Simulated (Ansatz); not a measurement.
# What AgC (built on the sites of a database entry of TlC) distorts into

Aim: this structure of AgC (built on the sites of a database entry of TlC) is to be tested for unstable modes, and one is followed downhill.

Calculated with Ansatz 0.2.0; DFT LDA, scalar-relativistic, plane waves, PAW.

The structure was built from a prototype and need not be the compound's stable phase.

## (1) Set-up

Symmetry: Fm-3m, No. 225, cubic system. The conventional cell has a = 4.521 Å, b = 4.521 Å, c = 4.521 Å, α = 90.00°, β = 90.00°, γ = 90.00°. Nearest to Ag lie 6 C at 2.26 Å. C has 6 Ag at 2.26 Å nearest. Farther neighbours are not listed.

## (2) Response at finite wavevector

The cell comes from relaxations at this level that are not shown. Stability and thermal properties need the whole zone. Linear response on a 4×4×4 q mesh gives force constants as far as a supercell of that size would.

Contents of input.yaml:

```yaml
crystal:
  lattice:
    - [0.0, 2.2603460705, 2.2603460705]
    - [2.2603460705, 0.0, 2.2603460705]
    - [2.2603460705, 2.2603460705, 0.0]
  atoms:
    - { symbol: Ag, position: [0.0, 0.0, 0.0] }
    - { symbol: C, position: [0.5, 0.5, 0.5] }
kpoints:
  mp_grid: { grid: [16, 16, 16] }
hamiltonian:
  xc: lda
scf:
  occupations: { method: methfessel_paxton, width: 0.15 }
output:
  eigenvalues: true
phonons:
  method: dfpt
  qmesh: [4, 4, 4]
  temperatures: { t_max: 1000, t_step: 50 }
  qpath:
    path:
      - [[0.0, 0.0, 0.0], [0.5, 0.0, 0.5], [0.625, 0.25, 0.625]]
      - [[0.375, 0.375, 0.75], [0.0, 0.0, 0.0], [0.5, 0.5, 0.5], [0.5, 0.25, 0.75], [0.5, 0.0, 0.5]]
    npoints: 10
```

Run with:

```bash
> ansatz run input.yaml --threads 4 --pin off --max-ram 7168MiB --backend cpu --events-out ev --progress --plain --runs-dir out
```

Numbers of over 12 decimals in the logs are rounded to 6 here.

The program printed:

```text
Engine: ansatz 0.2.0, aarch64-unknown-linux-gnu
Pseudopotentials: kind: paw
Pseudopotential: Ag, paw, valence charge 19, recommended cutoff 420 eV (normal), Ag.paw.azcp
Pseudopotential: C, paw, valence charge 4, recommended cutoff 420 eV (normal), C.paw.azcp
Functional definition: SPW92
  exchange = slater_x
  correlation = pw_c
Crystal: 2 atoms, lattice volume = 23.097 Å³
Basis set: ecut = 420 eV, 459 PW (Γ), exchange–correlation on 48×48×48 points (8 copies of the dense FFT grid, shifted against one another)
Bands: 16, of which v1, the nominal top of the filled ones, is band 12 counted from 1 (11 counted from 0)
Symmetry: 48 space group operations
k-points: 145 of 4096
Non-local potential: Ag, projectors of the file, l = 0: 3, l = 1: 2, l = 2: 2, l = 3: 1
Non-local potential: C, projectors of the file, l = 0: 2, l = 1: 2, l = 2: 1
PAW form: soft (Blöchl's): semilocal exchange-correlation on the pseudo side does not see the compensation charge
PAW frozen core: Ag, regenerated for the run's functional, and the local potential with it (the file was generated under x = pbe(κ = 0.804, μ = 0.219515), c = pbe(β = 0.066725))
PAW frozen core: C, regenerated for the run's functional, and the local potential with it (the file was generated under x = pbe(κ = 0.804, μ = 0.219515), c = pbe(β = 0.066725))
PAW one-centre angular grid: Ag, 590 points (default); XC on 64 Gauss nodes
PAW one-centre angular grid: C, 110 points (default); XC on 64 Gauss nodes
Initial density: superposition of atomic densities (neutral atoms: chi_scale 0, normalization atom), corrected by the library's trained network
Initial wavefunctions: pseudopotential atomic-orbital guess
Functional: x = slater, c = lda
SCF iter   1: F=—  HF=-7696.775436 eV  |F-HF|=—  |Δ(HF+E_count)|=         —  Δρ=1.23e-2  dr2=2.79e-2  ethr=1.77e-3  ⟨swp⟩=4.1  Hψ=9821  notcnv=0
preconditioner: auto → none  [metal: Δε(μ)=0.010 eV  Ē_g=12.720 eV  σ=0.150 eV  W_gap=0.05  n_scr=8 (ndim 8)  ℏωp=29.9 eV  f_vac=0.000  D(μ)=1.47/eV (n_scr^D=14)  sad-step TF]
SCF iter   2: F=—  HF=-7696.770359 eV  |F-HF|=—  |Δ(HF+E_count)|=   5.08e-3  S|Δr|=    0.00e0  Δρ=5.89e-3  dr2=6.42e-3  ethr=1.21e-4  ⟨swp⟩=1.0  Hψ=3480  notcnv=0
SCF iter   3: F=—  HF=-7696.768847 eV  |F-HF|=—  |Δ(HF+E_count)|=   1.51e-3  S|Δr|=    0.00e0  Δρ=6.96e-4  dr2=7.00e-5  ethr=2.79e-5  ⟨swp⟩=2.5  Hψ=3160  notcnv=0  defer=1
SCF iter   4: F=—  HF=-7696.768827 eV  |F-HF|=—  |Δ(HF+E_count)|=   1.97e-5  S|Δr|=    0.00e0  Δρ=6.12e-5  dr2=5.11e-7  ethr=3.04e-7  ⟨swp⟩=2.4  Hψ=3885  notcnv=0  defer=1
SCF iter   5: F=—  HF=-7696.768818 eV  |F-HF|=—  |Δ(HF+E_count)|=   9.03e-6  S|Δr|=    0.00e0  Δρ=3.12e-6  dr2=1.59e-9  ethr=2.22e-9  ⟨swp⟩=2.5  Hψ=4047  notcnv=0  defer=1
SCF iter   6: F=—  HF=-7696.768818 eV  |F-HF|=—  |Δ(HF+E_count)|=  5.46e-11  S|Δr|=    0.00e0  Δρ=2.71e-7  dr2=1.29e-11  ethr=6.90e-12  ⟨swp⟩=2.6  Hψ=4003  notcnv=0  defer=1
SCF iter   7: F=-7696.768818 eV  HF=-7696.768818 eV  |F-HF|=9.09e-13  |Δ(HF+E_count)|=  4.55e-12  S|Δr|=    0.00e0  Δρ=1.99e-8  dr2=5.41e-14  ethr=1.00e-12  ⟨swp⟩=5.8  Hψ=8370  notcnv=0
SCF 1 converged in 7 iterations: F = -7696.768818 eV  dr2 = 5.41e-14
  greatest PAW one-centre occupation: 1.003 electrons in one spin orbital (limit 2), on the Ag atom at site 0 (counted from 0), in its partial waves of l = 0
phonons: the bands overlap, so this run is a metal and interpolates without the dipole-dipole term. If the crystal is really an insulator or semiconductor, its LO-TO splitting is missing
NSCF: frozen V_eff on 145 k-points
NSCF: frozen V_eff on 349 k-points
DFPT response loops at q = (0, 0, 0) (fractional): preconditioner auto → Kerker (q_TF=auto, 2.726 Å⁻¹) (partly filled bands, converged f_vac=0.000); β = 1.00, the filter's whole step (`scf.mixing.beta` (0.50) is not read by the response loops under this deck's `scf.mixing.preconditioner`; to damp them name `kerker` or `kerker_dos`, under which they read `scf.mixing.beta`, and type it under 1.00, their step now; both keys bind the ground state too); Broyden in place of MSR1
NSCF: frozen V_eff on 4352 k-points
DFPT response loops at q = (0, 0, 0.25) (fractional): mixed as the last ones told, above
NSCF: frozen V_eff on 2196 k-points
DFPT response loops at q = (0, 0, -0.5) (fractional): mixed as the last ones told, above
NSCF: frozen V_eff on 2320 k-points
DFPT response loops at q = (0, 0.25, 0.25) (fractional): mixed as the last ones told, above
NSCF: frozen V_eff on 8192 k-points
DFPT response loops at q = (0, 0.25, -0.5) (fractional): mixed as the last ones told, above
NSCF: frozen V_eff on 4352 k-points
DFPT response loops at q = (0, 0.25, -0.25) (fractional): mixed as the last ones told, above
NSCF: frozen V_eff on 1242 k-points
DFPT response loops at q = (0, -0.5, -0.5) (fractional): mixed as the last ones told, above
NSCF: frozen V_eff on 2320 k-points
DFPT response loops at q = (0.25, -0.5, -0.25) (fractional): mixed as the last ones told, above
SCF converged after 7 iterations
Stability not checked: this state was not tested for a lower state beside it, because cold or Methfessel-Paxton smearing, or corrected tetrahedra, fill the levels in a way that the test cannot read (fill_not_monotonic; see scf.lower_state_search)
Free energy (F): -7696.768818 eV
Harris-Foulkes:  -7696.768818 eV  (|F-HF|=9.09e-13)
Internal energy: -7696.766428 eV  (E = F + TS)
E sigma→0 (E₀):  -7696.768221 eV
Entropy (-TS):   -0.002390 eV (-1.195 meV/atom)
Fermi energy:    15.838960 eV
--- Per-component energies (eV) ---
  E_band       = -238.876838
  E_kinetic    = 608.553519
  E_local      = -2374.990999  (includes V_loc(G=0)·N_el)
  E_nonlocal   = 113.451478
  E_hartree    = 1060.898970
  E_xc         = -230.568082
  E_vxc        = -292.828789  (∫ρ·V_xc dr)
  E_paw        = -3858.233389  (= ΣΔE_a)
  E_vpaw       = -414.860243  (= ΣTr[D̂ρ^β])
  E_aug_tail   = 0.000270  (compensation charges beyond the density's cutoff)
  E_ewald      = -3016.665834
  E_core_change = 0.787640  (= ΣΔE_core)
  E_smearing   = -0.002390  (= −TS)
  E_closure    = -0.000000  (closes the sum)
  Σ components = -7696.768818   (vs F -7696.768818, Δ=0.00e0)
--- Band table (eV; the first three rows and the last of 145) ---
  k-point 0: bands = [... 8 lower, 10.7413, 10.7413, 16.2890, 16.2890, 16.2890, 22.4811, 29.2020, 33.0241]
  k-point 1: bands = [... 8 lower, 10.6813, 10.6813, 16.1018, 16.4160, 16.4160, 22.6761, 29.0289, 32.7908]
  k-point 2: bands = [... 8 lower, 10.6573, 10.6573, 15.6252, 16.7636, 16.7636, 23.1565, 28.4716, 32.2294]
  k-point 144: bands = [... 8 lower, 11.7840, 13.7637, 13.7637, 13.7990, 15.2909, 24.8203, 27.1571, 27.1571]
--- Phonons (Γ-DFPT): 2 representative perturbations + reference (Σ response iterations 7) ---
  ASR residual: 8.991e-6 → 0.000e0 eV/Å²; symmetrization residual: 3.618e-7 eV/Å²
  ASR residual per site (eV/Å²): 5.87e-6 8.99e-6
  Γ frequencies (cm⁻¹): 0.00 0.00 0.00 242.15 242.15 242.15
--- Phonons (arbitrary-q DFPT): 8 irreducible q on the 4×4×4 mesh ---
  q = [0.0000, 0.0000, 0.0000] (star 1, of the zone-centre solve; hermiticity 3.10e-7, symmetrization 1.03e-12): -0.00 0.00 0.00 242.15 242.15 242.15
  q = [0.0000, 0.0000, 0.2500] (star 8, 2 solved perturbations on 2176 of 4096 k-point pairs; hermiticity 5.16e-8, symmetrization 1.26e-12): 44.06 44.06 126.07 195.76 195.76 283.30
  q = [0.0000, 0.0000, -0.5000] (star 4, 2 solved perturbations on 1098 of 4096 k-point pairs; hermiticity 9.86e-14, symmetrization 4.51e-13): 134.09 134.09 158.45 269.00 269.00 325.79
  q = [0.0000, 0.2500, 0.2500] (star 6, 4 solved perturbations in 3616 linear systems a pass and spin channel, the states on 1160 of 4096 k-point pairs; hermiticity 3.49e-7, symmetrization 5.11e-13): 50.96 50.96 143.96 259.12 259.12 304.52
  q = [0.0000, 0.2500, -0.5000] (star 24, 4 solved perturbations in 12544 linear systems a pass and spin channel, the states on 4096 of 4096 k-point pairs; hermiticity 1.32e-7, symmetrization 6.53e-14): -141.44 -61.09 78.28 213.31 249.64 279.28
  q = [0.0000, 0.2500, -0.2500] (star 12, 4 solved perturbations in 6672 linear systems a pass and spin channel, the states on 2176 of 4096 k-point pairs; hermiticity 2.49e-7, symmetrization 1.71e-13): 43.29 128.65 149.80 272.30 282.31 308.51
  q = [0.0000, -0.5000, -0.5000] (star 3, 4 solved perturbations in 1940 linear systems a pass and spin channel, the states on 621 of 4096 k-point pairs; hermiticity 2.66e-7, symmetrization 4.07e-13): -47.01 58.04 58.04 260.05 277.07 277.07
  q = [0.2500, -0.5000, -0.2500] (star 6, 4 solved perturbations in 3498 linear systems a pass and spin channel, the states on 1160 of 4096 k-point pairs; hermiticity 2.72e-7, symmetrization 1.73e-13): 34.09 34.09 129.21 287.12 287.12 316.62
  sum rule: each row above includes the acoustic sum rule's correction from the zone centre's row sums; it moved no ω² by more than (0.45 cm⁻¹)²
  mesh force constants: q→R imaginary residual 4.25e-18; ASR residual 8.991e-6 → 0.000e0 eV/Å²; symmetrization residual 2.665e-15 eV/Å²
  interpolated dispersion: 62 rows × 6 modes
  density of states and harmonic sums: on the 24×24×24 q-mesh, interpolated from the force constants of a 4×4×4 supercell (no non-analytic term)
  largest difference from the sums on the solved wave vectors: F 9.81e-3 eV, S 1.23e-5 and C_V 3.19e-6 eV/K
  zero-point energy: 0.060601 eV/cell   skipped modes (ω ≤ 0): 320, of them read as no rigid motion or as one in doubt: 317 (8.143e-1 modes/cell left out, lowest -151.55 cm⁻¹)   left out of the sums: 1.36e-1 of the cell's modes: C_V's classical limit lies that fraction below 3 k_B per atom; for a crystal, a wire or a layer, F and S can be off by more, and a phonons.interpolated_qmesh denser along its periods is the remedy for the sampling
```

Wall time 4.4 min (4 threads of Arm Neoverse V2, shared host); peak memory 3.4 GiB.

The column dr2 measures how far the density is from self-consistency, as an energy; F and HF (Harris–Foulkes) agree once it is small.

Numbers from this step:

| Item | Value |
| --- | --- |
| volume per atom | 11.55 Å³ |
| gap on the k-mesh | 0 eV |
| sum-rule residual before enforcement | 8.99e-6 eV/Å² |
| lowest frequency on the path | -139.8 cm⁻¹ |
| point group | m-3m |
| highest frequency on the path or at a solved wavevector | 325.8 cm⁻¹ |
| highest optical mode at the zone centre (no LO-TO term) | 242.2 cm⁻¹ |
| lowest optical zone-centre mode | 242.2 cm⁻¹ |
| lowest mode on the q mesh (acoustic modes at Γ apart) | -141.4 cm⁻¹ |

Frequencies (cm⁻¹) solved at each irreducible wavevector; negative means imaginary. Frequencies by wavevector, by row:

```tsv
q in reciprocal lattice units	star	mode 1	mode 2	mode 3	mode 4	mode 5	mode 6
0 0 0	1	0	0	0	242.2	242.2	242.2
0 0 0.25	8	44.1	44.1	126.1	195.8	195.8	283.3
0 0 -0.5	4	134.1	134.1	158.4	269	269	325.8
0 0.25 0.25	6	51	51	144	259.1	259.1	304.5
0 0.25 -0.5	24	-141.4	-61.1	78.3	213.3	249.6	279.3
0 0.25 -0.25	12	43.3	128.7	149.8	272.3	282.3	308.5
0 -0.5 -0.5	3	-47	58	58	260.1	277.1	277.1
0.25 -0.5 -0.25	6	34.1	34.1	129.2	287.1	287.1	316.6
```

Interpolated from a 4×4×4 q mesh. Phonon branches along the path, in cm⁻¹:

```tsv
point	branch 1	branch 2	branch 3	branch 4	branch 5	branch 6
Γ	0	0	0	242	242	242
halfway	51	51	144	259	259	304
X	-47	58	58	260	277	277
halfway	-102	45	67	252	257	285
U	-140	51	92	237	248	302
jump to K	-140	51	92	237	248	302
halfway	68	111	147	245	258	294
Γ	0	0	0	242	242	242
halfway	44	44	126	196	196	283
L	134	134	158	269	269	326
halfway	-96	-17	133	235	264	293
W	34	34	129	287	287	317
halfway	-103	64	78	256	272	284
X	-47	58	58	260	277	277
```

The phonon branches as a text plot (rows in cm⁻¹):

```
    316 |                  ****               ******     ***
    297 |    ****       ***    **            *      ***** ****
    277 |   *    *  ****     *** ***       **    **     ** ******
    258 |  *   *********   **  **   *    **     * *******   *****
    238 |** ***         ****    **   ****      *    ****
    219 |  *                     ****    *    *
    200 |                                 ****
    180 |
    161 |                      *               ***
    142 |    ***             ** *            **  ******
    122 |       *           **** *          *  ** **   *****
    103 |   *              *    * **       *  *     *       **
     83 |               ****     *        *  *
     64 |  *     *   ***       ***  *    *          **      *****
     44 |   ****    *  ****       ** *      *              *
     25 | **    *                   *   *                **
      6 |**       **         **      ***                 *
    -14 |        *                  **  ****          *
    -33 |                                                  *
    -52 |         *****                                **       *
    -72 |                                            *  *      *
    -91 |                   *                         **    ***
   -111 |              *
   -130 |               ****
         Γ           X  U|K            Γ         L        W     X
```

Symmetry leaves 8 wavevectors to solve. The lowest mode among them, the acoustic zeros apart, lies at q = (0, 0.25, -0.5) and is imaginary, 141.4i cm⁻¹, so the energy falls along it.

## (3) The mode frozen in, largest atomic shift 0 Å

The mode followed lies at q = (0, 0.25, -0.5) with frequency 141.4i cm⁻¹, the softest among the wavevectors solved. At small amplitude the distorted cell has space group no. 12 by a symmetry search on the positions. The undistorted cell that holds it gives the zero of energy on the same k mesh.

System of this step: AgC (built on the sites of a database entry of TlC). Symmetry: Fm-3m, No. 225, cubic system. The conventional cell has a = 4.521 Å, b = 4.521 Å, c = 4.521 Å, α = 90.00°, β = 90.00°, γ = 90.00°. Nearest to Ag lie 6 C at 2.26 Å. Nearest to C lie 6 Ag at 2.26 Å. Farther neighbours are not listed.

Contents of input.yaml:

```yaml
crystal:
  lattice:
    - [0.0, -2.2603460705, -2.2603460705]
    - [4.5206921411, 2.2603460705, -2.2603460705]
    - [2.2603460705, -4.5206921411, 2.2603460705]
  atoms:
    - { symbol: Ag, position: [0.75, 0.75, 0.5] }
    - { symbol: Ag, position: [0.5, 0.5, 0.0] }
    - { symbol: Ag, position: [0.25, 0.25, 0.5] }
    - { symbol: Ag, position: [0.0, 0.0, 0.0] }
    - { symbol: C, position: [0.625, 0.125, 0.75] }
    - { symbol: C, position: [0.375, 0.875, 0.25] }
    - { symbol: C, position: [0.125, 0.625, 0.75] }
    - { symbol: C, position: [0.875, 0.375, 0.25] }
kpoints:
  mp_grid: { grid: [10, 6, 10] }
hamiltonian:
  xc: lda
scf:
  occupations: { method: methfessel_paxton, width: 0.15 }
output:
  forces: true
  stress: true
  eigenvalues: true
```

The program printed:

```text
[...]
Crystal: 8 atoms, lattice volume = 92.388 Å³
Basis set: ecut = 420 eV, 1817 PW (Γ)
Bands: 56, of which v1, the nominal top of the filled ones, is band 46 counted from 1 (45 counted from 0)
Symmetry: 16 space group operations
[...]
k-points: 172 of 600
[...]
k-point 0: bands = [... 42 lower, 13.5076, 16.2887, 16.2895, 16.2910, 16.7068, 16.7068, 16.8675, 16.8675, ... 6 higher]
  k-point 1: bands = [... 42 lower, 13.5898, 16.0497, 16.1694, 16.1793, 16.3708, 16.3715, 17.3822, 17.5554, ... 6 higher]
  k-point 2: bands = [... 42 lower, 13.7366, 15.4534, 15.5298, 15.8413, 16.6024, 16.6032, 18.0369, 18.1998, ... 6 higher]
  k-point 171: bands = [... 42 lower, 13.7364, 13.9438, 14.9632, 14.9662, 15.4530, 15.5303, 18.0366, 18.2004, ... 6 higher]
[key lines of the parts left out:]
SCF converged after 6 iterations
Free energy (F): -30787.085210 eV
Fermi energy:    15.834433 eV
P = ⅓ Tr σ = -0.0291 GPa (-0.291 kbar)
```

Elapsed: 7.6 s, on 4 threads; peak memory 0.82 GiB; 30 s of CPU time.

Numbers from this step:

- pressure: -0.02914 GPa
- energy from the undistorted cell: 0 meV/atom

The run ends at a pressure of -0.03 GPa.

## (4) The mode frozen in, largest atomic shift 0.14 Å

The atoms are moved along the unstable eigenvector, the largest shift by 0.14 Å, with the cell fixed.

Contents of input.yaml:

```yaml
crystal:
  lattice:
    - [0.0, -2.2603460705, -2.2603460705]
    - [4.5206921411, 2.2603460705, -2.2603460705]
    - [2.2603460705, -4.5206921411, 2.2603460705]
  atoms:
    - { symbol: Ag, position: [0.7492387463, 0.7557562615, 0.5015225074] }
    - { symbol: Ag, position: [0.5007612537, 0.4942437385, -0.0015225074] }
    - { symbol: Ag, position: [0.2507612537, 0.2442437385, 0.4984774926] }
    - { symbol: Ag, position: [-0.0007612537, 0.0057562615, 0.0015225074] }
    - { symbol: C, position: [0.625, 0.125, 0.75] }
    - { symbol: C, position: [0.3851118019, 0.8550214613, 0.2297763961] }
    - { symbol: C, position: [0.125, 0.625, 0.75] }
    - { symbol: C, position: [0.8648881981, 0.3949785387, 0.2702236039] }
kpoints:
  mp_grid: { grid: [10, 6, 10] }
hamiltonian:
  xc: lda
scf:
  occupations: { method: methfessel_paxton, width: 0.15 }
output:
  forces: true
  stress: true
  eigenvalues: true
  write_density: true
  write_potential: true
  elf: true
  volumetric_format: npy
```

The program printed:

```text
[...]
Crystal: 8 atoms, lattice volume = 92.388 Å³
Basis set: ecut = 420 eV, 1817 PW (Γ)
Bands: 56, of which v1, the nominal top of the filled ones, is band 46 counted from 1 (45 counted from 0)
Symmetry: 4 space group operations
[...]
k-points: 172 of 600
[...]
k-point 0: bands = [... 42 lower, 13.5355, 16.1885, 16.3127, 16.3274, 16.7119, 16.7825, 16.8452, 16.8691, ... 6 higher]
  k-point 1: bands = [... 42 lower, 13.6076, 15.9316, 16.1538, 16.2354, 16.4196, 16.4232, 17.3913, 17.5316, ... 6 higher]
  k-point 2: bands = [... 42 lower, 13.7578, 15.3894, 15.5242, 15.8718, 16.6284, 16.6337, 18.0296, 18.1590, ... 6 higher]
  k-point 171: bands = [... 42 lower, 13.6942, 14.0193, 14.9405, 14.9690, 15.4707, 15.6121, 18.0000, 18.1705, ... 6 higher]
[key lines of the parts left out:]
SCF converged after 6 iterations
Free energy (F): -30787.100173 eV
Fermi energy:    15.821930 eV
P = ⅓ Tr σ = 0.2080 GPa (2.080 kbar)
```

It took 12 s on 4 threads; peak memory 0.83 GiB.

Numbers from this step:

```yaml
pressure: 0.2080 GPa
energy_from_the_undistorted_cell: -1.881 meV/atom
```

The energy, extrapolated to zero smearing, is -1.88 meV/atom against the undistorted cell.

The run ends at a pressure of 0.21 GPa, with forces up to 0.31 eV/Å.

## (5) Energy along the mode, all amplitudes (two of the runs are shown above)

An imaginary frequency means negative curvature, so the energy should fall and then rise again as anharmonic terms take over.

Numbers from this step:

```yaml
depth_at_the_lowest_point_sampled: 1.881 meV/atom
largest_atomic_shift_at_that_point: 0.14 Å
```

The energy from the parent by largest atomic shift:

```tsv
largest atomic shift (Å)	energy from the parent (meV/atom)
0.000	0
0.040	-0.255
0.080	-0.865
0.140	-1.88
0.220	-1.17
0.320	8.78
```

Displacement at unit largest shift by atom:

```tsv
atom	x (Å)	y (Å)	z (Å)	size
Ag1	0.21	0.06	-0.06	0.22
Ag2	-0.21	-0.06	0.06	0.22
Ag3	-0.21	-0.06	0.06	0.22
Ag4	0.21	0.06	-0.06	0.22
C5	0.00	0.00	0.00	0.00
C6	-0.97	0.17	-0.17	1.00
C7	0.00	0.00	0.00	0.00
C8	0.97	-0.17	0.17	1.00
```

The lowest of the steps tried is at 0.14 Å, 1.88 meV/atom below the parent; the bottom of the well need not coincide with a step.

(Continued in part 2 of 3.)

[Logs are printed without paths, hosts, clocks, repeated set-up lines and the standing remarks that a program may print on its own settings, such as how far it seeks lower states.]

[Hosts, paths, dates, database ids (printed as entryN), source tags and the programs' standing remarks are cut or masked in the printed files.]
